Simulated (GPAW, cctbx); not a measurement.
# What do these deviations say about the bonding?

RuS3, Pm-3m (no. 221), a = 4.6715 Å, b = 4.6715 Å, c = 4.6715 Å, α = 90.00°, β = 90.00°, γ = 90.00°.

| atom | mult. | x | y | z |
| --- | --- | --- | --- | --- |
| Ru1 | 1 | 0 | 0 | 0 |
| S1 | 3 | 1/2 | 0 | 0 |

The start was made by putting kin elements into a known structure type; the compound need not exist, or be stable, in this form.

Absolute values of the static structure factors of the conventional cell from DFT (PBE, GPAW) against free spherical atoms, in electrons:

| hkl | d (Å) | free atoms | crystal |
| --- | --- | --- | --- |
| 010 | 4.671 | 54.34 | 54.31 |
| 011 | 3.303 | 25.28 | 25.08 |
| 111 | 2.697 | 1.27 | 0.99 |
| 020 | 2.336 | 66.55 | 66.40 |
| 021 | 2.089 | 43.06 | 42.85 |
| 121 | 1.907 | 22.00 | 21.81 |
| 022 | 1.652 | 56.77 | 56.63 |
| 122 | 1.557 | 37.66 | 37.57 |
| 030 | 1.557 | 37.66 | 37.73 |
| 031 | 1.477 | 19.65 | 19.70 |

**Question.** Which way does charge move, and which reflections show it best?

Project each element's phase sum on the total phase. |F| rises if density moves to atoms that scatter in phase and falls if it moves to atoms that scatter against it; the rule is for low angles, since changes of shape take over beyond. Where all elements are in phase the terms compete, and the compactness of the donor's and the acceptor's density matters too.

| hkl | Ru in phase | S in phase | change (e) | (%) |
| --- | --- | --- | --- | --- |
| 010 | +1.0 | +1.0 | -0.03 | 0.0 |
| 011 | +1.0 | -1.0 | -0.21 | -0.8 |
| 111 | +1.0 | -3.0 | -0.28 | -22.3 |
| 020 | +1.0 | +3.0 | -0.15 | -0.2 |
| 021 | +1.0 | +1.0 | -0.21 | -0.5 |
| 121 | +1.0 | -1.0 | -0.19 | -0.9 |
| 022 | +1.0 | +3.0 | -0.15 | -0.3 |
| 122 | +1.0 | +1.0 | -0.09 | -0.2 |

Low-angle reflections that set elements apart and change by more than 0.05 e: 011, 111 and 121. The signs fit a gain of density on S and a loss on Ru. The best witness is 111, -22.3 %, where S enters with -3.0. The real-space density agrees: Voronoi charges Ru +0.27, S -0.09 e. The shortest bond, Ru–S, has Δρ = +0.06 e/Å³ at its midpoint.
